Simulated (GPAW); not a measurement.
# Ta2N(OH)2 MXene monolayer: simulated STM images

Aim: Tersoff-Hamann images of Ta2N(OH)2 MXene monolayer at several biases.

Main program and level: GPAW 26.7.0; GPAW, PAW setups; layer in a repeated cell with vacuum, relaxation of atoms and in-plane cell, in the first sound run; inputs show where later runs differ.

### 1. The starting structure

The cell holds 7 atoms: 2 H, 2 O, 2 Ta and 1 N. Cell: a = 3.155 Å, b = 3.155 Å, c = 22.882 Å, α = 90.0°, β = 90.0°, γ = 120.0°. Vacuum lies along c.

### 2. Relaxation

Forces are removed first; all later runs use this geometry.

Contents of run.py:

```python
import json
import numpy as np
from ase import Atoms
from ase.filters import FrechetCellFilter
from ase.optimize import BFGS
from gpaw import GPAW, PW

slab = Atoms(
    ['H', 'O', 'Ta', 'N', 'Ta', 'O', 'H'],
    positions=[
        [-0.00000, 1.82130, 8.00000],
        [-0.00000, 1.82130, 8.98000],
        [1.57729, 0.91065, 10.19613],
        [0.00000, 0.00000, 11.44084],
        [-0.00000, 1.82130, 12.68556],
        [1.57729, 0.91065, 13.90169],
        [1.57729, 0.91065, 14.88169]],
    cell=[[3.15458, 0.0, 0.0], [-1.57729, 2.73195, 0.0], [0.0, 0.0, 22.8817]],
    pbc=[True, True, True])

slab.calc = GPAW(mode=PW(600), xc='PBE', kpts={'size': (12, 12, 1), 'gamma': True},
                 occupations={'name': 'fermi-dirac', 'width': 0.05}, nbands='160%',
                 convergence={'density': 1e-05}, maxiter=200,
                 symmetry={'tolerance': 1e-3}, txt='slab.txt')
result = {}
# The in-plane cell is free; stress needs a cell that repeats along all three vectors
path = []
opt = BFGS(FrechetCellFilter(slab, mask=[1, 1, 0, 0, 0, 1]), maxstep=0.2)
opt.attach(lambda: path.append((slab.get_potential_energy(), slab.positions.tolist(), slab.get_forces().tolist())))
result['relaxed'] = bool(opt.run(fmax=0.02, steps=45))
result['path'] = path
result['cell'] = slab.cell.tolist()
print('in-plane lattice', slab.cell.cellpar().round(4)[[0, 1, 5]])
energy = slab.get_potential_energy()
fermi = slab.calc.get_fermi_level()
v = slab.calc.get_electrostatic_potential().mean((0, 1)) - fermi
n = slab.calc.get_pseudo_density().mean((0, 1))
L = slab.cell[2, 2]
z = np.arange(len(v)) * L / len(v)
low, high = slab.positions[:, 2].min(), slab.positions[:, 2].max()
below, above = np.interp([low - 5.8, high + 5.8], z, v)
slopes = [np.interp(x, z, np.gradient(v, z)) for x in (low - 5.8, high + 5.8)]
eps = np.array([[slab.calc.get_eigenvalues(k, s) for k in range(len(slab.calc.get_ibz_k_points()))]
                for s in range(slab.calc.get_number_of_spins())]) - fermi
top, bottom = eps[eps < 0].max(), eps[eps > 0].min()
dipole = slab.get_dipole_moment()[2]
print(f'energy {energy:.4f} eV, Fermi level {fermi:.4f} eV, dipole {dipole:.5f} e A')
print(f'potential 5.8 A off the faces, from the Fermi level: lower {below:.4f} eV, upper {above:.4f} eV')
print(f'slope of the potential there: lower {slopes[0]:.5f}, upper {slopes[1]:.5f} eV/A')
print(f'nearest levels on the mesh: {top:.4f} and {bottom:.4f} eV')
print('magnetic moment', round(slab.get_magnetic_moment(), 3))
result.update(energy=energy, fermi=fermi, dipole=dipole, below=below, above=above, slopes=slopes, edges=[top, bottom],
              z=z.tolist(), v=v.tolist(), n=n.tolist(), positions=slab.positions.tolist(),
              forces=slab.get_forces(apply_constraint=False).tolist(), moments=slab.get_magnetic_moments().tolist())
json.dump(result, open('result.json', 'w'))
```

Started as:

```
$ OMP_NUM_THREADS=1 OPENBLAS_NUM_THREADS=1 python run.py
```

What it wrote:

```text
Step          Energy          fmax
BFGS:    0      -51.129405        2.862699
BFGS:    1      -51.360655        2.071950
BFGS:    2      -51.649586        0.608683
BFGS:    3      -51.661478        0.475592
BFGS:    4      -51.668245        0.176998
BFGS:    5      -51.675279        0.188970
BFGS:    6      -51.707572        0.449304
BFGS:    7      -51.752056        0.741213
BFGS:    8      -51.797461        0.606556
BFGS:    9      -51.825355        0.132428
BFGS:   10      -51.826663        0.020619
BFGS:   11      -51.826689        0.018369
in-plane lattice [  3.2129   3.2129 120.    ]
energy -51.8186 eV, Fermi level 1.7920 eV, dipole -0.00022 e A
potential 5.8 A off the faces, from the Fermi level: lower 2.8392 eV, upper 2.8399 eV
slope of the potential there: lower -0.00137, upper 0.00104 eV/A
nearest levels on the mesh: -0.0445 and 0.0747 eV
magnetic moment 0.0
```

Elapsed: 10 min, on 1 thread of INTEL XEON PLATINUM 8581C at 2.30GHz (Emerald Rapids), shared host; peak memory 0.69 GiB.

This step gave:

```
dipole along the normal                    : -2.22e-4 e·Å
levels nearest the Fermi level on the mesh : -0.04446, 0.07466 eV from the Fermi level
```

The electrostatic potential energy of an electron (without an applied field's), less the Fermi level, planar mean oscillates, so the rows of the table below give means over windows of 1.61 Å about each position, cut where the curve ends. Its maxima inside the range that stand out by 2 % of the span (Å: eV): 8.4: -0.731, 9.5: -7.67, 11.1: -13.3, 11.8: -13.3, 13.4: -7.67, 14.5: -0.728. Its minima: 8.1: -1.48, 9.1: -11.1, 10.4: -24.2, 11.4: -16.8, 12.5: -24.2, 13.8: -11.1, 14.8: -1.47.

Electrostatic potential energy of an electron (without an applied field's), less the Fermi level, planar mean against z; means over each step:

z (Å), electrostatic potential energy of an electron (without an applied field's), less the Fermi level, planar mean (eV) and a bar from the least value:
```
     0.81        2.8 ##############################
     2.42        2.8 ##############################
     4.02        2.8 ##############################
     5.63        2.7 ##############################
     7.24        1.1 ############################
     8.85       -5.6 ##################
    10.46      -17.7 #
    12.07      -18.3 
    13.68       -8.1 ##############
    15.29        0.4 ###########################
    16.90        2.6 ##############################
    18.51        2.8 ##############################
    20.12        2.8 ##############################
    21.73        2.8 ##############################
```

The pseudo valence density, planar mean oscillates, so the rows of the table below give means over windows of 1.19 Å about each position, cut where the curve ends. Its maxima inside the range that stand out by 2 % of the span (Å: e/Å³): 9.2: 0.854, 10.3: 1.33, 11.4: 0.832, 12.5: 1.33, 13.7: 0.854. Its minima: 9.7: 0.500, 11.0: 0.777, 11.9: 0.777, 13.2: 0.500.

Pseudo valence density, planar mean against z; means over each step:

```tsv
z (Å)	pseudo valence density, planar mean (e/Å³)
2.97	3.2e-5
4.17	2.2e-4
5.35	0.00130
6.54	0.00609
7.73	0.0779
8.93	0.591
10.12	0.925
11.30	0.827
12.49	1.00
13.69	0.646
14.88	0.141
16.06	0.00928
17.25	0.00188
18.44	3.4e-4
19.63	5.1e-5
```

The relaxation lowered the energy of the cell by 0.704 eV (energies extrapolated to zero smearing; the optimiser's log prints free energies). The largest force left on a free atom is 0.012 eV/Å.

### 3. The slab's potential

The work function is the vacuum plateau of the electrostatic potential less the Fermi level; a dipole layer lets the two faces have plateaus of their own.

This step: GPAW, PAW setups; slab in vacuum (GPAW 26.7.0).

The cell differs from the one that the last finished run ended in (c 22.882 → 22.720 Å).

Contents of run.py:

```python
import json
import numpy as np
from ase import Atoms
from ase.dft.stm import STM
from gpaw import GPAW, PW

slab = Atoms(
    ['H', 'O', 'Ta', 'N', 'Ta', 'O', 'H'],
    positions=[
        [-0.00000, 1.85495, 8.00000],
        [-0.00000, 1.85495, 8.98729],
        [1.60643, 0.92747, 10.29964],
        [-0.00000, -0.00000, 11.36012],
        [-0.00000, 1.85495, 12.42061],
        [1.60643, 0.92747, 13.73297],
        [1.60643, 0.92747, 14.72026]],
    cell=[[3.21286, -0.0, 0.0], [-1.60643, 2.78242, 0.0], [0.0, 0.0, 22.7203]],
    pbc=[True, True, False])

slab.calc = GPAW(mode=PW(500), xc='PBE', kpts={'size': (12, 12, 1), 'gamma': True},
                 occupations={'name': 'fermi-dirac', 'width': 0.05}, nbands='160%',
                 convergence={'density': 1e-05}, maxiter=200,
                 poissonsolver={'dipolelayer': 'xy'},
                 symmetry={'tolerance': 1e-3}, txt='slab.txt')
result = {}
energy = slab.get_potential_energy()
fermi = slab.calc.get_fermi_level()
v = slab.calc.get_electrostatic_potential().mean((0, 1)) - fermi
n = slab.calc.get_pseudo_density().mean((0, 1))
L = slab.cell[2, 2]
z = np.arange(len(v)) * L / len(v)
low, high = slab.positions[:, 2].min(), slab.positions[:, 2].max()
below, above = np.interp([low - 5.8, high + 5.8], z, v)
slopes = [np.interp(x, z, np.gradient(v, z)) for x in (low - 5.8, high + 5.8)]
eps = np.array([[slab.calc.get_eigenvalues(k, s) for k in range(len(slab.calc.get_ibz_k_points()))]
                for s in range(slab.calc.get_number_of_spins())]) - fermi
top, bottom = eps[eps < 0].max(), eps[eps > 0].min()
dipole = slab.get_dipole_moment()[2]
print(f'energy {energy:.4f} eV, Fermi level {fermi:.4f} eV, dipole {dipole:.5f} e A')
print(f'potential 5.8 A off the faces, from the Fermi level: lower {below:.4f} eV, upper {above:.4f} eV')
print(f'slope of the potential there: lower {slopes[0]:.5f}, upper {slopes[1]:.5f} eV/A')
print(f'nearest levels on the mesh: {top:.4f} and {bottom:.4f} eV')
print('magnetic moment', round(slab.get_magnetic_moment(), 3))
result.update(energy=energy, fermi=fermi, dipole=dipole, below=below, above=above, slopes=slopes, edges=[top, bottom],
              z=z.tolist(), v=v.tolist(), n=n.tolist(), positions=slab.positions.tolist(),
              forces=slab.get_forces(apply_constraint=False).tolist(), moments=slab.get_magnetic_moments().tolist())

# Images need the states of the whole zone, up to time reversal
slab.calc = slab.calc.fixed_density(symmetry={'point_group': False}, txt='states.txt', nbands='250%',
                                    convergence={'bands': 'CBM+1.8'})
stm = STM(slab)
result['stm'] = []
for bias in [-2.0, -1.0, 1.5]:
    height = high + 3.0
    current = stm.get_averaged_current(bias, height)
    x, y, h = stm.scan(bias, current)
    i, f = divmod(height / L * stm.ldos.shape[2], 1)
    I = abs((1 - f) * stm.ldos[:, :, int(i)] + f * stm.ldos[:, :, int(i) + 1])
    print(f'bias {bias} V: mean current at 3.0 A {current:.4e}, corrugation {np.ptp(h):.4f} A')
    result['stm'].append(dict(bias=bias, current=current, h=(h - high).tolist(), I=I.tolist()))
json.dump(result, open('result.json', 'w'))
```

What it wrote:

```text
energy -50.6914 eV, Fermi level 1.8216 eV, dipole -0.00080 e A
potential 5.8 A off the faces, from the Fermi level: lower 2.8405 eV, upper 2.8561 eV
slope of the potential there: lower -0.00172, upper 0.00172 eV/A
nearest levels on the mesh: -0.0445 and 0.0761 eV
magnetic moment 0.0
bias -2.0 V: mean current at 3.0 A 4.3695e-04, corrugation 0.0423 A
bias -1.0 V: mean current at 3.0 A 4.3547e-04, corrugation 0.0419 A
bias 1.5 V: mean current at 3.0 A 1.1343e-03, corrugation 0.0647 A
```

Run time: 3.5 min. Hardware: 1 thread; peak memory 0.81 GiB.

This step gave:

```
dipole along the normal                    : -7.99e-4 e·Å
levels nearest the Fermi level on the mesh : -0.04452, 0.07605 eV from the Fermi level
upper work function                        : 2.856 eV
lower work function                        : 2.841 eV
corrugation -2                             : 0.04226 Å
corrugation -1                             : 0.04193 Å
corrugation 1.5                            : 0.06475 Å
```

The electrostatic potential energy of an electron (without an applied field's), less the Fermi level, planar mean oscillates, so the rows of the table below give means over windows of 1.61 Å about each position, cut where the curve ends. Its maxima inside the range that stand out by 2 % of the span (Å: eV): 8.3: -0.754, 9.4: -7.69, 11.0: -13.3, 11.7: -13.3, 13.3: -7.68, 14.4: -0.739. Its minima: 8.0: -1.46, 9.0: -11.1, 10.3: -24.3, 11.4: -16.8, 12.4: -24.2, 13.7: -11.1, 14.7: -1.44.

Table of electrostatic potential energy of an electron (without an applied field's), less the Fermi level, planar mean by z; means over each step:

```tsv
z (Å)	electrostatic potential energy of an electron (without an applied field's), less the Fermi level, planar mean (eV)
0.81	2.84
2.42	2.84
4.02	2.82
5.63	2.64
7.24	0.907
8.85	-6.06
10.46	-18.0
12.07	-18.4
13.68	-7.36
15.29	0.543
16.90	2.60
18.51	2.83
20.12	2.85
21.73	2.86
```

The pseudo valence density, planar mean oscillates, so the rows of the table below give means over windows of 1.14 Å about each position, cut where the curve ends. Its maxima inside the range that stand out by 2 % of the span (Å: e/Å³): 9.1: 0.845, 10.2: 1.30, 11.4: 0.831, 12.5: 1.30, 13.6: 0.845. Its minima: 9.7: 0.512, 11.0: 0.783, 11.7: 0.783, 13.1: 0.512.

Table of pseudo valence density, planar mean by z; means over each step:

```tsv
z (Å)	pseudo valence density, planar mean (e/Å³)
2.85	3.1e-5
3.99	1.9e-4
5.13	0.00106
6.27	0.00467
7.41	0.0426
8.55	0.464
9.69	0.769
10.83	0.956
11.97	0.983
13.11	0.739
14.25	0.416
15.39	0.0349
16.53	0.00423
17.67	9.5e-4
18.81	1.7e-4
19.95	2.7e-5
```

Tip height over the top atom over a1 and a2. Sample bias -2 V, constant current at the mean current 3.0 Å over the top atom.

Ten even steps from '_' (2.988 Å) to '@' (3.030 Å):
```
--::..........::::::::..........::--
::....______..........______....::::
::..________________________..::::::
::..______________________..::::::::
::..____________________..::::::::::
::....______________....::----------
::::..____________..::::--========--
--::..__________..::----==++++++==--
--::..________..::----++********++--
--::..______..::----++**##%%##**++--
::..________..::--++**%%@@@@%%**++--
::..______..::--==**##@@@@@@##**==--
::..____..::--==++**%%@@@@%%**++==--
::......::::--==++**##%%##**++==--::
::....::::::--==++********++==--::::
::::::::::::--====++++++====--::::::
----::::::::----------------::::::::
==--::::::::::::------::::::::::::--
```
Columns: a1 from 0 to 0.944; rows upwards: a2 from 0 to 0.944.

Local density of states summed over the bias window over a1 and a2. Sample bias -2 V, constant height 3.0 Å over the top atom.

Ten even steps from '_' (4.29 × 1e-4 arbitrary) to '@' (4.58 × 1e-4 arbitrary):
```
--::..........::::::::..........::--
::....______..........______....::::
....________________________........
....______________________....::::::
::..____________________..::::::::::
::....______________....::::------::
::::..____________..::::----====----
::::..__________..::::--==++++++==--
::::..________..::::--==++****++==--
::::..______..::::--==**##%%##**==--
::..________..::--==**%%@@@@%%**==--
::..______..::--==++##@@@@@@##++==--
::..____..::::--++**%%@@@@%%**++--::
..........::--==++**##%%##**++==--::
........::::--==++++****++++==--::::
::::::..::::----==========----::::..
----::..::::::------------::::::..::
----::....::::::::::::::::::....::--
```
Columns: a1 from 0 to 0.944; rows upwards: a2 from 0 to 0.944.

Tip height over the top atom over a1 and a2. Sample bias -1 V, constant current at the mean current 3.0 Å over the top atom.

Ten even steps from '0' (2.988 Å) to '9' (3.030 Å):
```
322111122221111223
221000111110001222
210000000000001222
210000000000012222
210000000000122222
211000000011233333
221000000122344443
321000001233455543
321000012335566553
321000123356787653
210000123568998653
210001234579997543
210012345689986543
211122345678765432
222222345566554322
222222344555443222
332222333333332222
432222223332222223
```
Columns: a1 from 0 to 0.944; rows upwards: a2 from 0 to 0.944.

Local density of states summed over the bias window over a1 and a2. Sample bias -1 V, constant height 3.0 Å over the top atom.

Ten even steps from '0' (4.28 × 1e-4 arbitrary) to '9' (4.56 × 1e-4 arbitrary):
```
321111122221111123
211000111110001122
110000000000001111
110000000000011222
210000000000122222
211000000011223332
221000000122334433
221000001223445443
221000012234566543
221000122346787643
210000123468998643
210001234579997543
210012234689986432
111112345678765432
111122344566544322
222122334444433221
332122233333322212
332112222222221123
```
Columns: a1 from 0 to 0.944; rows upwards: a2 from 0 to 0.944.

Tip height over the top atom over a1 and a2. Sample bias 1.5 V, constant current at the mean current 3.0 Å over the top atom.

Ten even steps from '0' (2.977 Å) to '9' (3.041 Å):
```
222112222222211222
221111122211111222
211001111110011222
211001000100112222
221110000111223333
321100000112344444
322100001223455554
322100012234566654
422111122456777765
321101123567898765
321001234679999764
321012345789998754
211112456799997654
211123456789876543
222223456777765432
222223455666554322
222223444554443222
222222333433322222
```
Columns: a1 from 0 to 0.944; rows upwards: a2 from 0 to 0.944.

Local density of states summed over the bias window over a1 and a2. Sample bias 1.5 V, constant height 3.0 Å over the top atom.

Ten even steps from '0' (1.10 × 1e-3 arbitrary) to '9' (1.21 × 1e-3 arbitrary):
```
221111222222111122
211111111111111122
111000111100011122
111000000000111222
211000000001122332
321100000112333433
321100001123444444
321100011234556554
321100112345677654
321000123467888764
321001234578998754
311011345689998654
211112345789987543
111112346788876432
111123445677654432
222223345565543322
222222344444432222
222112333333321122
```
Columns: a1 from 0 to 0.944; rows upwards: a2 from 0 to 0.944.

Force by atom:

```tsv
atom	x (eV/Å)	y (eV/Å)	z (eV/Å)	size
H1	0.000	0.000	-0.111	0.111
O2	0.000	0.000	0.047	0.047
Ta3	0.000	0.000	-0.010	0.010
N4	0.000	0.000	0.000	0.000
Ta5	0.000	0.000	0.010	0.010
O6	0.000	0.000	-0.047	0.047
H7	0.000	0.000	0.111	0.111
```

The potential is flat to 0.002 eV/Å where it is read, so the vacuum is wide enough.

### 4. A changed run

One more run, with changed settings.

Changes to run.py since step 3:

```diff
@@ -3,4 +3,4 @@
 from ase import Atoms
-from ase.dft.stm import STM
 from gpaw import GPAW, PW
+from gpaw.external import ConstantElectricField
 
@@ -21,4 +21,5 @@
                  occupations={'name': 'fermi-dirac', 'width': 0.05}, nbands='160%',
-                 convergence={'density': 1e-05}, maxiter=200,
+                 convergence={'density': 1e-05}, maxiter=100,
                  poissonsolver={'dipolelayer': 'xy'},
+                 external=ConstantElectricField(1.5, [0, 0, 1]),
                  symmetry={'tolerance': 1e-3}, txt='slab.txt')
@@ -46,16 +47,2 @@
               forces=slab.get_forces(apply_constraint=False).tolist(), moments=slab.get_magnetic_moments().tolist())
-
-# Images need the states of the whole zone, up to time reversal
-slab.calc = slab.calc.fixed_density(symmetry={'point_group': False}, txt='states.txt', nbands='250%',
-                                    convergence={'bands': 'CBM+1.8'})
-stm = STM(slab)
-result['stm'] = []
-for bias in [-2.0, -1.0, 1.5]:
-    height = high + 3.0
-    current = stm.get_averaged_current(bias, height)
-    x, y, h = stm.scan(bias, current)
-    i, f = divmod(height / L * stm.ldos.shape[2], 1)
-    I = abs((1 - f) * stm.ldos[:, :, int(i)] + f * stm.ldos[:, :, int(i) + 1])
-    print(f'bias {bias} V: mean current at 3.0 A {current:.4e}, corrugation {np.ptp(h):.4f} A')
-    result['stm'].append(dict(bias=bias, current=current, h=(h - high).tolist(), I=I.tolist()))
 json.dump(result, open('result.json', 'w'))
```

What it wrote:

```text
energy -51.3961 eV, Fermi level 0.8343 eV, dipole 1.01860 e A
potential 5.8 A off the faces, from the Fermi level: lower 15.2906 eV, upper -4.7023 eV
slope of the potential there: lower -0.71196, upper 0.02474 eV/A
nearest levels on the mesh: -0.0553 and 0.0417 eV
magnetic moment 0.0
```

The job ended after 4.1 min (1 thread; peak memory 0.63 GiB).

The run finished. A setting was moved off its sound value on purpose, so it serves as a test and not as the result.

The fault put into the input: a field far too strong (field = 1.5).

Side by side:

```tsv
quantity	this run	sound run	difference
dipole along the normal (e·Å)	1.0186	-7.994e-4	1.02
```

The two runs differ clearly in the dipole along the normal: 1.02 e·Å against -8.0e-4 e·Å.

### 5. Summary of results

```
work function, upper and lower face : 2.856 and 2.841 eV
dipole along the normal             : -8.0e-4 e Å
corrugation at -2 V                 : 0.0423 Å
corrugation at -1 V                 : 0.0419 Å
corrugation at 1.5 V                : 0.0647 Å
```

What this shows: The corrugation at constant current is largest at 1.5 V, where the tip height varies by 0.065 Å over the cell. Negative sample bias images filled states, positive bias empty ones. The images are of Tersoff-Hamann type: an s-wave tip, no tip-sample forces, heights closer than in a microscope. The small printed dipole stands for a step of 16 meV from the lower to the upper face, and the probes find 16 meV; values this small are near the numerical noise of both. The cell holds an odd number of electrons, so without spin polarisation it must come out metallic and without a moment, whatever its true state. The layer's cell and atoms come from the relaxation; spin-orbit coupling and temperature are left out.

[Logs are printed without paths, hosts, clocks, repeated set-up lines and the standing remarks that a program may print on its own settings, such as how far it seeks lower states.]

[Hosts, paths, dates, database ids (printed as entryN), source tags and the programs' standing remarks are cut or masked in the printed files.]
